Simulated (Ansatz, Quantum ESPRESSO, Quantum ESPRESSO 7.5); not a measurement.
# From contact to tunnelling: vacuum gaps between two Li(110) faces

Wanted: T at the Fermi level along a series, and its decay constant, for vacuum gaps between two Li(110) faces.

Main program and level: Quantum ESPRESSO 7.5; plane-wave DFT, PBE, GBRV ultrasoft pseudopotentials (cross-check by Ansatz 0.2.0 with PAW datasets).

## Step 1: The starting structure

The cell holds 12 atoms: 12 Li. Cell: a = 3.440 Å, b = 2.979 Å, c = 31.757 Å, α = 90.0°, β = 90.0°, γ = 54.7°. It derives from Li. Regions: left lead, 6 atoms (6 Li); right lead, 6 atoms (6 Li). The structure is stacked, and the current runs, along c.

As a file:

```cif
data_structure
_symmetry_space_group_name_H-M 'P 1'
_symmetry_Int_Tables_number 1
_cell_length_a 3.4400
_cell_length_b 2.9791
_cell_length_c 31.7569
_cell_angle_alpha 90.000
_cell_angle_beta 90.000
_cell_angle_gamma 54.736
_cell_volume 265.73
loop_
_atom_site_label
_atom_site_type_symbol
_atom_site_fract_x
_atom_site_fract_y
_atom_site_fract_z
_atom_site_occupancy
Li1 Li 0.00000 0.00000 0.00000 1
Li2 Li 0.50000 0.00000 0.07660 1
Li3 Li 0.00000 0.00000 0.15319 1
Li4 Li 0.50000 0.00000 0.22979 1
Li5 Li 0.00000 0.00000 0.30638 1
Li6 Li 0.50000 0.00000 0.38298 1
Li7 Li 0.00000 0.00000 0.54043 1
Li8 Li 0.50000 0.00000 0.61702 1
Li9 Li 0.00000 0.00000 0.69362 1
Li10 Li 0.50000 0.00000 0.77021 1
Li11 Li 0.00000 0.00000 0.84681 1
Li12 Li 0.50000 0.00000 0.92340 1
```

## Step 2: Ground state, 5 Å

One periodic cell holds a lead period, the junction and more lead; the atoms stay as built.

File j0.scf.in:

```
&control
  prefix = 'j0.scf'
  outdir = './out'
  pseudo_dir = './pseudo'
  calculation = 'scf'
  tprnfor = .true.
/
&system
  ibrav = 0
  nat = 12
  ntyp = 1
  ecutwfc = 40
  ecutrho = 200
  occupations = 'smearing'
  smearing = 'mv'
  degauss = 0.01
/
&electrons
  conv_thr = 1e-07
  mixing_beta = 0.25
  electron_maxstep = 120
  mixing_mode = 'local-TF'
/
ATOMIC_SPECIES
  Li  6.9400  li_pbe_v1.4.uspp.F.UPF
CELL_PARAMETERS angstrom
  3.44000000000000 0.00000000000000 0.00000000000000
  1.72000000000000 2.43244732728172 0.00000000000000
  0.00000000000000 0.00000000000000 31.75692060009896
ATOMIC_POSITIONS crystal
  Li  0.000000000000 0.000000000000 0.000000000000
  Li  0.500000000000 0.000000000000 0.076595818528
  Li  0.000000000000 0.000000000000 0.153191637055
  Li  0.500000000000 0.000000000000 0.229787455583
  Li  0.000000000000 0.000000000000 0.306383274111
  Li  0.500000000000 0.000000000000 0.382979092638
  Li  0.000000000000 0.000000000000 0.540425088834
  Li  0.500000000000 0.000000000000 0.617020907362
  Li  0.000000000000 0.000000000000 0.693616725889
  Li  0.500000000000 0.000000000000 0.770212544417
  Li  0.000000000000 0.000000000000 0.846808362945
  Li  0.500000000000 0.000000000000 0.923404181472
K_POINTS automatic
  8 10 1 0 0 0
```

The run is started by

```sh
$ OMP_NUM_THREADS=1 mpirun -n 2 pw.x -nk 2 -in j0.scf.in > j0.scf.out
```

The log of the run:

```text
Program PWSCF v.7.5 starts

     Parallel version (MPI & OpenMP), running on       2 processor cores
     Number of MPI processes:                 2
     Threads/MPI process:                     1

     MPI processes distributed on     1 nodes

     Current dimensions of program PWSCF are:
     Max number of different atomic species (ntypx) = 10
     Max number of k-points (npk) =  40000
     Max angular momentum in pseudopotentials (lmaxx) =  4
     Message from routine setup:
     using ibrav=0 with symmetry is DISCOURAGED, use correct ibrav instead

     K-points division:     npool     =       2
     Subspace diagonalization in iterative solution of the eigenvalue problem:
     a serial algorithm will be used

     G-vector sticks info
     --------------------
     sticks:   dense  smooth     PW     G-vecs:    dense   smooth      PW
     Sum         475     383    129                85717    61323   12065

     Using Slab Decomposition

     bravais-lattice index     =            0
     lattice parameter (alat)  =       6.5007  a.u.
     unit-cell volume          =    1793.2336 (a.u.)^3
     number of atoms/cell      =           12
     number of atomic types    =            1
     number of electrons       =        36.00
     number of Kohn-Sham states=           22
     kinetic-energy cutoff     =      40.0000  Ry
     charge density cutoff     =     200.0000  Ry
     scf convergence threshold =      1.0E-07
     mixing beta               =       0.2500
     number of iterations used =            8  local-TF  mixing
     Exchange-correlation=  SLA  PW   PBX  PBC
                           (   1   4   3   4   0   0   0)

     celldm(1)=   6.500658  celldm(2)=   0.000000  celldm(3)=   0.000000
     celldm(4)=   0.000000  celldm(5)=   0.000000  celldm(6)=   0.000000

     crystal axes: (cart. coord. in units of alat)
               a(1) = (   1.000000   0.000000   0.000000 )
               a(2) = (   0.500000   0.707107   0.000000 )
               a(3) = (   0.000000   0.000000   9.231663 )

     reciprocal axes: (cart. coord. in units 2 pi/alat)
               b(1) = (  1.000000 -0.707107  0.000000 )
               b(2) = (  0.000000  1.414214  0.000000 )
               b(3) = (  0.000000  0.000000  0.108323 )

     PseudoPot. # 1 for Li read from file:
     ./pseudo/li_pbe_v1.4.uspp.F.UPF
     Pseudo is Ultrasoft, Zval =  3.0
     Generated by new atomic code, or converted to UPF format
     Using radial grid of  751 points,  5 beta functions with:
                l(1) =   0
                l(2) =   0
                l(3) =   0
                l(4) =   1
                l(5) =   1
     Q(r) pseudized with 10 coefficients,  rinner =    1.150   1.150   1.150

     atomic species   valence    mass     pseudopotential
     Li                3.00     6.94000     Li( 1.00)

      4 Sym. Ops. (no inversion) found

   Cartesian axes

     site n.     atom                  positions (alat units)
         1        Li     tau(   1) = (   0.0000000   0.0000000   0.0000000  )
         2        Li     tau(   2) = (   0.5000000   0.0000000   0.7071068  )
         3        Li     tau(   3) = (   0.0000000   0.0000000   1.4142136  )
         4        Li     tau(   4) = (   0.5000000   0.0000000   2.1213203  )
         5        Li     tau(   5) = (   0.0000000   0.0000000   2.8284271  )
         6        Li     tau(   6) = (   0.5000000   0.0000000   3.5355339  )
         7        Li     tau(   7) = (   0.0000000   0.0000000   4.9890223  )
         8        Li     tau(   8) = (   0.5000000   0.0000000   5.6961291  )
         9        Li     tau(   9) = (   0.0000000   0.0000000   6.4032358  )
        10        Li     tau(  10) = (   0.5000000   0.0000000   7.1103426  )
        11        Li     tau(  11) = (   0.0000000   0.0000000   7.8174494  )
        12        Li     tau(  12) = (   0.5000000   0.0000000   8.5245562  )

     number of k points=    39  Marzari-Vanderbilt smearing, width (Ry)=  0.0100
                       cart. coord. in units 2pi/alat
        k(    1) = (   0.0000000   0.0000000   0.0000000), wk =   0.0250000
        k(    2) = (   0.0000000   0.1414214   0.0000000), wk =   0.0500000
        k(    3) = (   0.0000000   0.2828427   0.0000000), wk =   0.0500000
        k(    4) = (   0.0000000   0.4242641   0.0000000), wk =   0.0500000
        k(    5) = (   0.0000000   0.5656854   0.0000000), wk =   0.0500000
        k(    6) = (   0.0000000  -0.7071068   0.0000000), wk =   0.0250000
        k(    7) = (   0.1250000  -0.0883883   0.0000000), wk =   0.0500000
        k(    8) = (   0.1250000   0.0530330   0.0000000), wk =   0.0500000
        k(    9) = (   0.1250000   0.1944544   0.0000000), wk =   0.0500000
        k(   10) = (   0.1250000   0.3358757   0.0000000), wk =   0.0500000
[...]
k(   39) = (  -0.5000000   0.6363961   0.0000000), wk =   0.1000000

     Dense  grid:    85717 G-vectors     FFT dimensions: (  30,  25, 288)

     Smooth grid:    61323 G-vectors     FFT dimensions: (  27,  24, 243)

     Estimated max dynamical RAM per process >     174.31 MB

     Estimated total dynamical RAM >     327.70 MB

     Initial potential from superposition of free atoms

     starting charge      30.5911, renormalised to      36.0000
     Starting wfcs are   60 randomized atomic wfcs

     total cpu time spent up to now is       12.4 secs

     per-process dynamical memory:   122.7 Mb

     Self-consistent Calculation

     iteration #  1     ecut=    40.00 Ry     beta= 0.25
     Davidson diagonalization with overlap
     ethr =  1.00E-02,  avg # of iterations =  1.7

     total cpu time spent up to now is       24.1 secs

     total energy              =    -174.54234505 Ry
     estimated scf accuracy    <       2.27714063 Ry

     iteration #  2     ecut=    40.00 Ry     beta= 0.25

     total energy              =    -173.57313954 Ry
     estimated scf accuracy    <       1.53816722 Ry

     iteration #  3     ecut=    40.00 Ry     beta= 0.25

     total energy              =    -173.58931649 Ry
     estimated scf accuracy    <       0.09495754 Ry

     iteration #  4     ecut=    40.00 Ry     beta= 0.25

     total energy              =    -173.65618303 Ry
     estimated scf accuracy    <       0.31929086 Ry

     iteration #  5     ecut=    40.00 Ry     beta= 0.25

     total energy              =    -173.63509425 Ry
     estimated scf accuracy    <       0.42579705 Ry

     iteration #  6     ecut=    40.00 Ry     beta= 0.25

     total energy              =    -173.63129920 Ry
     estimated scf accuracy    <       0.18061163 Ry

     iteration #  7     ecut=    40.00 Ry     beta= 0.25

     total energy              =    -173.62923539 Ry
     estimated scf accuracy    <       0.10673887 Ry

     iteration #  8     ecut=    40.00 Ry     beta= 0.25

     total energy              =    -173.62398099 Ry
     estimated scf accuracy    <       0.06882470 Ry

     iteration #  9     ecut=    40.00 Ry     beta= 0.25

     total energy              =    -173.62830894 Ry
     estimated scf accuracy    <       0.00542999 Ry

     iteration # 10     ecut=    40.00 Ry     beta= 0.25

     total energy              =    -173.62853747 Ry
     estimated scf accuracy    <       0.01073762 Ry

     iteration # 11     ecut=    40.00 Ry     beta= 0.25

     total energy              =    -173.62873115 Ry
     estimated scf accuracy    <       0.00458713 Ry

     iteration # 12     ecut=    40.00 Ry     beta= 0.25

     total energy              =    -173.62835044 Ry
     estimated scf accuracy    <       0.00572385 Ry

     iteration # 13     ecut=    40.00 Ry     beta= 0.25

     total energy              =    -173.62853155 Ry
     estimated scf accuracy    <       0.00018224 Ry

     iteration # 14     ecut=    40.00 Ry     beta= 0.25

     total energy              =    -173.62849546 Ry
     estimated scf accuracy    <       0.00165863 Ry

[...]
iteration # 31     ecut=    40.00 Ry     beta= 0.25

     total energy              =    -173.62859608 Ry
     estimated scf accuracy    <       0.00000065 Ry

     iteration # 32     ecut=    40.00 Ry     beta= 0.25

     total energy              =    -173.62859606 Ry
     estimated scf accuracy    <       0.00000078 Ry

     iteration # 33     ecut=    40.00 Ry     beta= 0.25

     total energy              =    -173.62859598 Ry
     estimated scf accuracy    <       0.00000051 Ry

     iteration # 34     ecut=    40.00 Ry     beta= 0.25

     total energy              =    -173.62859605 Ry
     estimated scf accuracy    <       0.00000015 Ry

     iteration # 35     ecut=    40.00 Ry     beta= 0.25

     total energy              =    -173.62859605 Ry
     estimated scf accuracy    <       0.00000020 Ry

     iteration # 36     ecut=    40.00 Ry     beta= 0.25

     total energy              =    -173.62859604 Ry
     estimated scf accuracy    <       0.00000025 Ry

     iteration # 37     ecut=    40.00 Ry     beta= 0.25

     total energy              =    -173.62859603 Ry
     estimated scf accuracy    <       0.00000013 Ry

     iteration # 38     ecut=    40.00 Ry     beta= 0.25

     End of self-consistent calculation

          k = 0.0000 0.0000 0.0000 (  7723 PWs)   bands (ev):

   -46.3084 -46.3084 -45.8585 -45.8547 -45.8518 -45.8517 -45.8487 -45.8435
   -45.8422 -45.8419 -45.8283 -45.8283  -2.8738  -2.7808  -2.6655  -2.4408
    -2.2228  -1.8430  -1.5602  -0.9981  -0.7261   0.0538

          k = 0.0000 0.1414 0.0000 (  7687 PWs)   bands (ev):

   -46.3069 -46.3069 -45.8567 -45.8530 -45.8501 -45.8500 -45.8472 -45.8421
   -45.8407 -45.8406 -45.8269 -45.8269  -2.6843  -2.5909  -2.4746  -2.2492
    -2.0288  -1.6483  -1.3606  -0.7975  -0.5153   0.2667

          k = 0.0000 0.2828 0.0000 (  7697 PWs)   bands (ev):

   -46.3029 -46.3029 -45.8521 -45.8486 -45.8457 -45.8456 -45.8433 -45.8386
   -45.8370 -45.8369 -45.8233 -45.8233  -2.1154  -2.0208  -1.9014  -1.6739
    -1.4467  -1.0637  -0.7623  -0.1971   0.1142   0.8996

          k = 0.0000 0.4243 0.0000 (  7681 PWs)   bands (ev):

   -46.2980 -46.2980 -45.8464 -45.8433 -45.8403 -45.8402 -45.8385 -45.8342
   -45.8323 -45.8323 -45.8187 -45.8187  -1.1744  -1.0775  -0.9526  -0.7207
    -0.4820  -0.0943   0.2284   0.7958   1.1505   1.9329

          k = 0.0000 0.5657 0.0000 (  7682 PWs)   bands (ev):

   -46.2941 -46.2941 -45.8417 -45.8389 -45.8359 -45.8359 -45.8347 -45.8307
   -45.8285 -45.8285 -45.8150 -45.8150   0.0635   0.1659   0.3021   0.5455
     0.8061   1.2066   1.5646   2.1381   2.5527   3.3136

          k = 0.0000-0.7071 0.0000 (  7664 PWs)   bands (ev):

   -46.2926 -46.2926 -45.8399 -45.8373 -45.8343 -45.8342 -45.8332 -45.8294
   -45.8271 -45.8271 -45.8136 -45.8136   0.9475   1.0605   1.2167   1.4848
     1.7868   2.2246   2.6538   3.2700   3.9081   3.9590

[...]
the Fermi energy is     0.7285 ev

!    total energy              =    -173.62859602 Ry
     estimated scf accuracy    <       0.00000002 Ry
     smearing contrib. (-TS)   =      -0.00041947 Ry
     internal energy E=F+TS    =    -173.62817655 Ry

     The total energy is F=E-TS. E is the sum of the following terms:
     one-electron contribution =    -154.34781452 Ry
     hartree contribution      =      62.38213321 Ry
     xc contribution           =     -40.46884658 Ry
     ewald contribution        =     -41.19364867 Ry

     convergence has been achieved in  38 iterations

     Forces acting on atoms (cartesian axes, Ry/au):

     atom    1 type  1   force =     0.00000000    0.00000000    0.00004696
     atom    2 type  1   force =     0.00000000   -0.00000000   -0.00083004
     atom    3 type  1   force =     0.00000000    0.00000000   -0.00023187
     atom    4 type  1   force =     0.00000000   -0.00000000    0.00029745
     atom    5 type  1   force =     0.00000000    0.00000000    0.00319163
     atom    6 type  1   force =     0.00000000    0.00000000   -0.00110971
     atom    7 type  1   force =     0.00000000   -0.00000000    0.00110726
     atom    8 type  1   force =     0.00000000    0.00000000   -0.00319325
     atom    9 type  1   force =     0.00000000    0.00000000   -0.00029946
     atom   10 type  1   force =     0.00000000    0.00000000    0.00023292
     atom   11 type  1   force =     0.00000000    0.00000000    0.00083279
     atom   12 type  1   force =     0.00000000    0.00000000   -0.00004466

     Total force =     0.004951     Total SCF correction =     0.000210

=------------------------------------------------------------------------------=
   JOB DONE.
=------------------------------------------------------------------------------=
```

It took 7.8 min on 2 MPI ranks of Arm Neoverse N1, shared host; peak memory 0.37 GiB; 16 min of CPU time.

Numbers from this step:

```
free energy  : -2362.3374 eV
Fermi energy : 0.7285 eV
```

The run needed 38 iterations to bring the estimated error under 1e-07 Ry; the largest force on any atom, held or free, is 0.08 eV/Å.

[end of part 1 of 5]

[Long decimals in the printed logs are rounded to 6 places.]

[Repeated lines of the later SCF iterations (solver, time, negative density, dipole) and banner, clock, host and MPI lines are left out of these logs without a mark at each place.]

[Logs are printed without paths, hosts, clocks, repeated set-up lines and the standing remarks that a program may print on its own settings, such as how far it seeks lower states.]

[Hosts, paths, dates, database ids (printed as entryN), source tags and the programs' standing remarks are cut or masked in the printed files.]

[Maps of the electrostatic potential energy from Ansatz leave out the sawtooth potential of an applied field or a dipole correction, so their vacuum need not be flat; planar profiles and work functions include it.]
